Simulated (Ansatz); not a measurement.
Consider K2MoF6 (started from the K2PtCl6 type) (Fm-3m).

The structure was built from a prototype and need not be the compound's stable phase.

```yaml
crystal:
  lattice:
    - [4.29598, 0.00000, 4.29598]
    - [4.29598, 4.29598, 0.00000]
    - [0.00000, 4.29598, 4.29598]
  atoms:
    - { symbol: K, position: [0.25000, 0.25000, 0.25000] }
    - { symbol: K, position: [0.75000, 0.75000, 0.75000] }
    - { symbol: Mo, position: [0.00000, 0.00000, 0.00000] }
    - { symbol: F, position: [0.22892, 0.22892, 0.77108] }
    - { symbol: F, position: [0.77108, 0.77108, 0.22892] }
    - { symbol: F, position: [0.22892, 0.77108, 0.22892] }
    - { symbol: F, position: [0.77108, 0.22892, 0.77108] }
    - { symbol: F, position: [0.77108, 0.22892, 0.22892] }
    - { symbol: F, position: [0.22892, 0.77108, 0.77108] }
```

The structure was relaxed with PBE. The structure type comes from a generator and need not be one that this composition takes. The structure was generated from a model, not taken from a measurement. The runs that relaxed it are not among those shown. The program's search for lower electronic states was switched off, so nothing shows that the state found is the lowest. PAW set soft_2, made with PBE.

A constrained-RPA run (Ansatz 0.2.0; non-magnetic PBE; Mo t2g, bands v1 to c2, 4×4×4 mesh, medium accuracy) builds 3 functions on bands 0.14 eV wide, with 2.0 electrons in the window. The bare on-site interaction is 13.0 eV and the bare J 0.48 eV.

Question: What U and J survive the screening?

On the Mo t2g shell, U = 5.96 eV (46 % of the bare value), U′ = 5.19 eV, J = 0.35 eV.

The parent state is non-magnetic and the interaction static (zero frequency); U depends on the window and the orbitals, so it belongs to this model alone.

[Paths, hosts, dates, memory and timing lines, banners, echoed tables and standing remarks are left out of the program output.]

[Logs are printed without paths, hosts, clocks, repeated set-up lines and the standing remarks that a program may print on its own settings, such as how far it seeks lower states.]

[Runs of the session that timed out or met a known fault of the program may be left out.]

[Hosts, paths, dates, database ids (printed as entryN), source tags and the programs' standing remarks are cut or masked in the printed files.]
